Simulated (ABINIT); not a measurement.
# A GW chain in ABINIT: SiO2 (P4_32_12), part 2 of 3

How does a plane-wave GW calculation on SiO2 (P4_32_12) run from the first input to the gap?

ABINIT 10.8.3; LDA and many-body steps on it, plane waves. Known limits of the many-body steps: not at the basis limit; coarse k mesh.

So far. Step 2 (Ground state): The gap is direct, at Γ.

## 3. Bands along the symmetry lines

Level of this step: DFT, LDA, plane waves, norm-conserving pseudopotentials (ABINIT).

The cheap functional maps the bands first; the places of the edges decide which points the dearer methods must see.

run.abi reads:

```
acell 3*1.0 Angstrom
rprim 
  4.932900000000 0.000000000000 0.000000000000
  0.000000000000 4.932900000000 0.000000000000
  0.000000000000 0.000000000000 6.464500000000
ntypat 2
znucl 14 8
natom 12
typat 1 1 1 1 2 2 2 2 2 2 2 2
xred 
  0.817705000000 0.817705000000 0.500000000000
  0.682295000000 0.317705000000 0.250000000000
  0.182295000000 0.182295000000 0.000000000000
  0.317705000000 0.682295000000 0.750000000000
  0.268340000000 0.364570000000 0.801930000000
  0.135430000000 0.768340000000 0.551930000000
  0.731660000000 0.635430000000 0.301930000000
  0.864570000000 0.231660000000 0.051930000000
  0.768340000000 0.135430000000 0.448070000000
  0.635430000000 0.731660000000 0.698070000000
  0.231660000000 0.864570000000 0.948070000000
  0.364570000000 0.268340000000 0.198070000000
pp_dirpath "pseudos"
pseudos "Si.upf, O.upf"
ecut 36
iscf -2
irdden 1
kptopt 0
nkpt 39
kpt 
  0.00000000 0.00000000 0.00000000
  0.00000000 0.12500000 0.00000000
  0.00000000 0.25000000 0.00000000
  0.00000000 0.37500000 0.00000000
  0.00000000 0.50000000 0.00000000
  0.12500000 0.50000000 0.00000000
  0.25000000 0.50000000 0.00000000
  0.37500000 0.50000000 0.00000000
  0.50000000 0.50000000 0.00000000
  0.37500000 0.37500000 0.00000000
  0.25000000 0.25000000 0.00000000
  0.12500000 0.12500000 0.00000000
  0.00000000 0.00000000 0.00000000
  0.00000000 0.00000000 0.12500000
  0.00000000 0.00000000 0.25000000
  0.00000000 0.00000000 0.37500000
  0.00000000 0.00000000 0.50000000
  0.00000000 0.12500000 0.50000000
  0.00000000 0.25000000 0.50000000
  0.00000000 0.37500000 0.50000000
  0.00000000 0.50000000 0.50000000
  0.12500000 0.50000000 0.50000000
  0.25000000 0.50000000 0.50000000
  0.37500000 0.50000000 0.50000000
  0.50000000 0.50000000 0.50000000
  0.37500000 0.37500000 0.50000000
  0.25000000 0.25000000 0.50000000
  0.12500000 0.12500000 0.50000000
  0.00000000 0.00000000 0.50000000
  0.00000000 0.50000000 0.00000000
  0.00000000 0.50000000 0.12500000
  0.00000000 0.50000000 0.25000000
  0.00000000 0.50000000 0.37500000
  0.00000000 0.50000000 0.50000000
  0.50000000 0.50000000 0.00000000
  0.50000000 0.50000000 0.12500000
  0.50000000 0.50000000 0.25000000
  0.50000000 0.50000000 0.37500000
  0.50000000 0.50000000 0.50000000
istwfk *1
nband 47
nbdbuf 10
tolwfr 1e-07
nstep 50
prtwf 0
prtvol 0
indata_prefix "in"
outdata_prefix "out"
tmpdata_prefix "tmp"
```

Started as:

```console
$ OMP_NUM_THREADS=1 mpirun -n 4 abinit run.abi > log
```

Numbers of over 12 decimals in the logs are rounded to 6 here.

Log:

```text
.Version 10.8.3 of ABINIT. v10.8.2 released Aug 2026.

 Symmetries : space group P4_3 2_1 2 (# 96); Bravais tP (primitive tetrag.)
[... echo of the input left out ...]
== DATASET  1 ==================================================================
-   mpi_nproc: 4, omp_nthreads: 1 (-1 if OMP is not activated)

--- !DatasetInfo
iteration_state: {dtset: 1, }
dimensions: {natom: 12, nkpt: 39, mband: 47, nsppol: 1, nspinor: 1, nspden: 1, mpw: 10987, }
cutoff_energies: {ecut:  36.0, pawecutdg:  -1.0, }
electrons: {nelect:   6.40000000E+01, charge:   0.00000000E+00, occopt:   1.00000000E+00, tsmear:   1.00000000E-02, }

 Real(R)+Recip(G) space primitive vectors, cartesian coordinates (Bohr,Bohr^-1):
 R(1)=  9.3218300  0.0000000  0.0000000  G(1)=  0.1072751  0.0000000  0.0000000
 R(2)=  0.0000000  9.3218300  0.0000000  G(2)=  0.0000000  0.1072751  0.0000000
 R(3)=  0.0000000  0.0000000 12.2161345  G(3)=  0.0000000  0.0000000  0.0818590
 Unit cell volume ucvol=  1.0615395E+03 bohr^3
 Angles (23,13,12)=  9.00000000E+01  9.00000000E+01  9.00000000E+01 degrees

 getcut: wavevector=  0.0000  0.0000  0.0000  ngfft=  54  54  72
         ecut(hartree)=     36.000   => boxcut(ratio)=   2.14475

--- Pseudopotential description ------------------------------------------------
- Si Generated using ONCVPSP code by D. R. Hamann
- 14.00000   4.00000  180309                  znucl, zion, pspdat
12 -1012 2 -1 1510                            pspcod,pspxc,lmax,lloc,mmax
     nproj     2     2     2
  pspatm : epsatm=    6.67003958
         --- l  ekb(1:nproj) -->
             0    5.565958    0.856966
             1    2.726111    0.629828
             2   -2.124804   -0.444604
 pspatm: atomic psp has been read  and splines computed

- O Generated using ONCVPSP code by D. R. Hamann
-  8.00000   6.00000  201201                  znucl, zion, pspdat
12 -1012 2 -1 926                             pspcod,pspxc,lmax,lloc,mmax
     nproj     2     2     1
  pspatm : epsatm=    6.27558587
         --- l  ekb(1:nproj) -->
[...]
2   -1.033686
 pspatm: atomic psp has been read  and splines computed

--------------------------------------------------------------------------------

================================================================================
 prteigrs : about to open file out_EIG
 Non-SCF case, kpt    1 (  0.00000  0.00000  0.00000), residuals and eigenvalues=
  3.48E-08  2.01E-08  8.46E-08  7.83E-08  1.33E-08  1.71E-08  1.47E-08  1.98E-08
  2.13E-08  2.11E-08  5.52E-08  1.82E-08  1.91E-08  7.55E-08  4.17E-08  7.71E-08
  2.32E-08  2.53E-08  7.15E-08  5.33E-08  7.73E-08  4.02E-08  6.14E-08  9.25E-08
[...]
4.60E-07  3.40E-06  1.01E-05  9.90E-05  2.26E-04  2.63E-04  4.90E-04
 -7.0966E-01 -6.7250E-01 -6.7250E-01 -6.2835E-01 -6.2817E-01 -6.2817E-01
 -6.2763E-01 -6.2700E-01 -3.4604E-01 -2.6879E-01 -2.6879E-01 -2.1719E-01
[...]
--- !ResultsGS
iteration_state: {dtset: 1, }
comment   : Summary of ground state results
lattice_vectors:
- [  9.3218300,   0.0000000,   0.0000000, ]
- [  0.0000000,   9.3218300,   0.0000000, ]
- [  0.0000000,   0.0000000,  12.2161345, ]
lattice_lengths: [   9.32183,    9.32183,   12.21613, ]
lattice_angles: [ 90.000,  90.000,  90.000, ] # degrees, (23, 13, 12)
lattice_volume:   1.0615395E+03
convergence: {deltae:  0.000E+00, res2:  0.000E+00, residm:  9.981E-08, diffor:  0.000E+00, }
etotal    :  -1.49736612E+02
entropy   :   0.00000000E+00
fermie    :  -3.54191642E-03
cartesian_stress_tensor: null
pressure_GPa: null
xred      :
- [  8.1771E-01,   8.1771E-01,   5.0000E-01, Si]
- [  6.8230E-01,   3.1771E-01,   2.5000E-01, Si]
- [  1.8230E-01,   1.8230E-01,   0.0000E+00, Si]
- [  3.1771E-01,   6.8230E-01,   7.5000E-01, Si]
- [  2.6834E-01,   3.6457E-01,   8.0193E-01,  O]
- [  1.3543E-01,   7.6834E-01,   5.5193E-01,  O]
- [  7.3166E-01,   6.3543E-01,   3.0193E-01,  O]
[...]
- [  2.3166E-01,   8.6457E-01,   9.4807E-01,  O]
- [  3.6457E-01,   2.6834E-01,   1.9807E-01,  O]
cartesian_forces: null
force_length_stats: {min: null, max: null, mean: null, }

 Integrated electronic density in atomic spheres:
 ------------------------------------------------
 Atom  Sphere_radius  Integrated_density
[...]
================================================================================

 ----iterations are completed or convergence reached----

 Mean square residual over all n,k,spin=   49.519E-09; max=  99.809E-09
 reduced coordinates (array xred) for   12 atoms
[...]
0.231660000000      0.864570000000      0.948070000000
       0.364570000000      0.268340000000      0.198070000000

 cartesian coordinates (angstrom) at end:
    1      4.033657     4.033657     3.232250
    2      3.365693     1.567207     1.616125
    3      0.899243     0.899243     0.000000
[...]
11      1.142756     4.264837     6.128799
   12      1.798387     1.323694     1.280424
 length scales=  1.889726125908  1.889726125908  1.889726125908 bohr
              =  1.000000000000  1.000000000000  1.000000000000 angstroms
 prteigrs : about to open file out_EIG
 Eigenvalues (hartree) for nkpt=  39  k points:
 kpt#   1, nband= 47, wtk=  1.00000, kpt=  0.0000  0.0000  0.0000 (reduced coord)
[...]
kpt#   2, nband= 47, wtk=  1.00000, kpt=  0.0000  0.1250  0.0000 (reduced coord)
[...]
kpt#   3, nband= 47, wtk=  1.00000, kpt=  0.0000  0.2500  0.0000 (reduced coord)
[...]
kpt#  38, nband= 47, wtk=  1.00000, kpt=  0.5000  0.5000  0.3750 (reduced coord)
[...]
0.37977    0.37978    0.38402    0.38402    0.46096    0.46125    0.46272
 kpt#  39, nband= 47, wtk=  1.00000, kpt=  0.5000  0.5000  0.5000 (reduced coord)
[...]
-0.05412   -0.05412   -0.05412   -0.05412   -0.02220   -0.02220   -0.02220   -0.02220
   0.32072    0.32072    0.32072    0.32072    0.34669    0.34669    0.34669    0.34669
   0.37666    0.37666    0.37666    0.37666    0.46216    0.46266    0.46528

== END DATASET(S) ==============================================================
================================================================================

 -outvars: echo values of variables after computation  --------
            nband          47
             nkpt          39
          spgroup          96
 [... the other variables as echoed above ...]

 Calculation completed.
```

Wall time 96 s (4 MPI ranks of Arm Neoverse V2, shared host); peak memory 0.65 GiB.

This step gave:

| Item | Value |
| --- | --- |
| gap | 5.522 eV |
| k of the valence top | 0, 0, 0 |
| k of the conduction bottom | 0, 0, 0 |
| least direct gap | 5.522 eV |

The gap is 5.522 eV, as in the run before at this level.

Electronic bands along the path, in eV, zero at the top of the highest filled band:

| point | band 29 | band 30 | band 31 | band 32 | band 33 | band 34 | band 35 | band 36 |
| --- | --- | --- | --- | --- | --- | --- | --- | --- |
| Γ | -0.85 | -0.47 | -0.47 | 0.00 | 5.52 | 8.53 | 8.53 | 9.14 |
| halfway | -0.95 | -0.56 | -0.54 | -0.17 | 6.20 | 8.68 | 8.68 | 8.91 |
| X | -0.73 | -0.73 | -0.54 | -0.54 | 7.62 | 7.62 | 8.88 | 8.88 |
| halfway | -0.70 | -0.70 | -0.52 | -0.52 | 7.95 | 7.95 | 8.56 | 8.56 |
| M | -0.59 | -0.59 | -0.50 | -0.50 | 8.36 | 8.36 | 8.46 | 8.46 |
| halfway | -0.91 | -0.67 | -0.57 | -0.27 | 6.79 | 8.31 | 8.67 | 8.90 |
| Γ | -0.85 | -0.47 | -0.47 | 0.00 | 5.52 | 8.53 | 8.53 | 9.14 |
| halfway | -0.82 | -0.74 | -0.49 | -0.12 | 5.93 | 7.99 | 8.76 | 9.12 |
| Z | -0.73 | -0.73 | -0.42 | -0.42 | 6.92 | 6.92 | 8.92 | 8.92 |
| halfway | -0.88 | -0.88 | -0.31 | -0.31 | 7.31 | 7.31 | 9.14 | 9.14 |
| R | -0.91 | -0.91 | -0.23 | -0.23 | 7.97 | 7.97 | 8.94 | 8.94 |
| halfway | -0.81 | -0.81 | -0.28 | -0.28 | 8.21 | 8.21 | 8.97 | 8.97 |
| A | -0.51 | -0.51 | -0.51 | -0.51 | 8.82 | 8.82 | 8.82 | 8.82 |
| halfway | -0.88 | -0.88 | -0.30 | -0.30 | 7.65 | 7.65 | 9.30 | 9.30 |
| Z | -0.73 | -0.73 | -0.42 | -0.42 | 6.92 | 6.92 | 8.92 | 8.92 |
| jump to X | -0.73 | -0.73 | -0.54 | -0.54 | 7.62 | 7.62 | 8.88 | 8.88 |
| halfway | -0.88 | -0.88 | -0.34 | -0.34 | 7.77 | 7.77 | 8.94 | 8.94 |
| R | -0.91 | -0.91 | -0.23 | -0.23 | 7.97 | 7.97 | 8.94 | 8.94 |
| jump to M | -0.59 | -0.59 | -0.50 | -0.50 | 8.36 | 8.36 | 8.46 | 8.46 |
| halfway | -0.57 | -0.57 | -0.49 | -0.49 | 8.55 | 8.55 | 8.62 | 8.62 |
| A | -0.51 | -0.51 | -0.51 | -0.51 | 8.82 | 8.82 | 8.82 | 8.82 |

## 4. Empty states on the mesh, 2×2×2 mesh, 271 bands

The sums over transitions need many empty states on a uniform mesh; this step solves for them.

run.abi reads:

```
acell 3*1.0 Angstrom
rprim 
  4.932900000000 0.000000000000 0.000000000000
  0.000000000000 4.932900000000 0.000000000000
  0.000000000000 0.000000000000 6.464500000000
ntypat 2
znucl 14 8
natom 12
typat 1 1 1 1 2 2 2 2 2 2 2 2
xred 
  0.817705000000 0.817705000000 0.500000000000
  0.682295000000 0.317705000000 0.250000000000
  0.182295000000 0.182295000000 0.000000000000
  0.317705000000 0.682295000000 0.750000000000
  0.268340000000 0.364570000000 0.801930000000
  0.135430000000 0.768340000000 0.551930000000
  0.731660000000 0.635430000000 0.301930000000
  0.864570000000 0.231660000000 0.051930000000
  0.768340000000 0.135430000000 0.448070000000
  0.635430000000 0.731660000000 0.698070000000
  0.231660000000 0.864570000000 0.948070000000
  0.364570000000 0.268340000000 0.198070000000
pp_dirpath "pseudos"
pseudos "Si.upf, O.upf"
ecut 36
ngkpt 2 2 2
nshiftk 1
shiftk 0 0 0
kptopt 1
chksymbreak 0
iscf -2
irdden 1
istwfk *1
nband 271
nbdbuf 24
tolwfr 1e-09
nstep 60
prtvol 0
indata_prefix "in"
outdata_prefix "out"
tmpdata_prefix "tmp"
```

Log:

```text
.Version 10.8.3 of ABINIT. v10.8.2 released Aug 2026.

 Symmetries : space group P4_3 2_1 2 (# 96); Bravais tP (primitive tetrag.)
[... echo of the input left out ...]
== DATASET  1 ==================================================================
-   mpi_nproc: 4, omp_nthreads: 1 (-1 if OMP is not activated)

--- !DatasetInfo
iteration_state: {dtset: 1, }
dimensions: {natom: 12, nkpt: 6, mband: 271, nsppol: 1, nspinor: 1, nspden: 1, mpw: 10976, }
cutoff_energies: {ecut:  36.0, pawecutdg:  -1.0, }
electrons: {nelect:   6.40000000E+01, charge:   0.00000000E+00, occopt:   1.00000000E+00, tsmear:   1.00000000E-02, }

 Real(R)+Recip(G) space primitive vectors, cartesian coordinates (Bohr,Bohr^-1):
 R(1)=  9.3218300  0.0000000  0.0000000  G(1)=  0.1072751  0.0000000  0.0000000
 R(2)=  0.0000000  9.3218300  0.0000000  G(2)=  0.0000000  0.1072751  0.0000000
 R(3)=  0.0000000  0.0000000 12.2161345  G(3)=  0.0000000  0.0000000  0.0818590
 Unit cell volume ucvol=  1.0615395E+03 bohr^3
 Angles (23,13,12)=  9.00000000E+01  9.00000000E+01  9.00000000E+01 degrees

 getcut: wavevector=  0.0000  0.0000  0.0000  ngfft=  54  54  72
         ecut(hartree)=     36.000   => boxcut(ratio)=   2.14475

--- Pseudopotential description ------------------------------------------------
- Si Generated using ONCVPSP code by D. R. Hamann
- 14.00000   4.00000  180309                  znucl, zion, pspdat
12 -1012 2 -1 1510                            pspcod,pspxc,lmax,lloc,mmax
     nproj     2     2     2
  pspatm : epsatm=    6.67003958
         --- l  ekb(1:nproj) -->
             0    5.565958    0.856966
             1    2.726111    0.629828
             2   -2.124804   -0.444604
 pspatm: atomic psp has been read  and splines computed

- O Generated using ONCVPSP code by D. R. Hamann
-  8.00000   6.00000  201201                  znucl, zion, pspdat
12 -1012 2 -1 926                             pspcod,pspxc,lmax,lloc,mmax
     nproj     2     2     1
  pspatm : epsatm=    6.27558587
         --- l  ekb(1:nproj) -->
[...]
2   -1.033686
 pspatm: atomic psp has been read  and splines computed

--------------------------------------------------------------------------------

================================================================================
 prteigrs : about to open file out_EIG
 Non-SCF case, kpt    1 (  0.00000  0.00000  0.00000), residuals and eigenvalues=
  1.35E-10  3.81E-10  7.12E-10  1.02E-10  4.92E-11  1.37E-10  1.08E-10  4.74E-11
  4.51E-11  1.32E-10  2.59E-10  2.05E-10  2.76E-10  8.16E-10  2.98E-10  2.31E-10
  1.59E-10  1.74E-10  2.14E-10  2.04E-10  1.37E-10  1.53E-10  1.35E-10  2.19E-10
[...]
5.24E-05  3.12E-05  4.36E-05  3.27E-05  1.65E-04  1.18E-04  1.50E-03
 -7.0966E-01 -6.7250E-01 -6.7250E-01 -6.2835E-01 -6.2817E-01 -6.2817E-01
 -6.2763E-01 -6.2700E-01 -3.4604E-01 -2.6879E-01 -2.6879E-01 -2.1719E-01
 -2.1324E-01 -2.1324E-01 -1.9372E-01 -1.8730E-01 -1.1787E-01 -1.1714E-01
[...]
2.5503E+00  2.5568E+00  2.5568E+00  2.5676E+00  2.5772E+00  2.5938E+00
  2.6114E+00  2.6189E+00  2.6216E+00  2.6249E+00  2.6254E+00  2.6332E+00
  2.6575E+00
 prteigrs : prtvol=0 or 1, do not print more k-points.

--- !ResultsGS
iteration_state: {dtset: 1, }
comment   : Summary of ground state results
lattice_vectors:
- [  9.3218300,   0.0000000,   0.0000000, ]
- [  0.0000000,   9.3218300,   0.0000000, ]
- [  0.0000000,   0.0000000,  12.2161345, ]
lattice_lengths: [   9.32183,    9.32183,   12.21613, ]
lattice_angles: [ 90.000,  90.000,  90.000, ] # degrees, (23, 13, 12)
lattice_volume:   1.0615395E+03
convergence: {deltae:  0.000E+00, res2:  0.000E+00, residm:  9.971E-10, diffor:  0.000E+00, }
etotal    :  -1.49736612E+02
entropy   :   0.00000000E+00
fermie    :  -3.54191642E-03
cartesian_stress_tensor: null
pressure_GPa: null
xred      :
- [  8.1771E-01,   8.1771E-01,   5.0000E-01, Si]
- [  6.8230E-01,   3.1771E-01,   2.5000E-01, Si]
- [  1.8230E-01,   1.8230E-01,   0.0000E+00, Si]
- [  3.1771E-01,   6.8230E-01,   7.5000E-01, Si]
- [  2.6834E-01,   3.6457E-01,   8.0193E-01,  O]
- [  1.3543E-01,   7.6834E-01,   5.5193E-01,  O]
- [  7.3166E-01,   6.3543E-01,   3.0193E-01,  O]
[...]
- [  2.3166E-01,   8.6457E-01,   9.4807E-01,  O]
- [  3.6457E-01,   2.6834E-01,   1.9807E-01,  O]
cartesian_forces: null
force_length_stats: {min: null, max: null, mean: null, }

 Integrated electronic density in atomic spheres:
 ------------------------------------------------
 Atom  Sphere_radius  Integrated_density
[...]
================================================================================

 ----iterations are completed or convergence reached----

 Mean square residual over all n,k,spin=   32.991E-11; max=  99.713E-11
 reduced coordinates (array xred) for   12 atoms
[...]
0.231660000000      0.864570000000      0.948070000000
       0.364570000000      0.268340000000      0.198070000000

 cartesian coordinates (angstrom) at end:
    1      4.033657     4.033657     3.232250
    2      3.365693     1.567207     1.616125
    3      0.899243     0.899243     0.000000
[...]
11      1.142756     4.264837     6.128799
   12      1.798387     1.323694     1.280424
 length scales=  1.889726125908  1.889726125908  1.889726125908 bohr
              =  1.000000000000  1.000000000000  1.000000000000 angstroms
 prteigrs : about to open file out_EIG
 Eigenvalues (hartree) for nkpt=   6  k points:
 kpt#   1, nband=271, wtk=  0.12500, kpt=  0.0000  0.0000  0.0000 (reduced coord)
[...]
2.47145    2.47173    2.49617    2.49617    2.50044    2.50367    2.50367    2.54717
   2.55008    2.55030    2.55030    2.55681    2.55681    2.56756    2.57721    2.59378
   2.61144    2.61891    2.62163    2.62487    2.62541    2.63324    2.65747
 prteigrs : prtvol=0 or 1, do not print more k-points.

== END DATASET(S) ==============================================================
================================================================================

 -outvars: echo values of variables after computation  --------
            nband         271
             nkpt           6
          spgroup          96
 [... the other variables as echoed above ...]

 Calculation completed.
```

It took 4.2 min on 4 MPI ranks; peak memory 0.63 GiB.

This step gave:

* gap: 5.522 eV
* k of the valence top: 0, 0, 0
* k of the conduction bottom: 0, 0, 0
* least direct gap: 5.522 eV
* k points computed: 6
* lowest point of the top converged band, above the valence top: 66.8475 eV

On this mesh the gap is 5.522 eV.

(Part 2 of 3 ends here.)

[Paths, hosts, dates, memory and timing lines, banners, echoed tables and standing remarks are left out of the program output.]

[Logs are printed without paths, hosts, clocks, repeated set-up lines and the standing remarks that a program may print on its own settings, such as how far it seeks lower states.]

[Runs of the session that timed out or met a known fault of the program may be left out.]

[Hosts, paths, dates, database ids (printed as entryN), source tags and the programs' standing remarks are cut or masked in the printed files.]

[G0W0 gaps are taken among the corrected bands and points alone; a level outside them can change the order at an edge.]

[Where Ansatz stands beside ABINIT at settings called matched, ABINIT's density can come from a denser mesh and the files from another edition; pairs whose starting gaps differed by over 0.03 eV were left out, so agreement reads better than it is.]
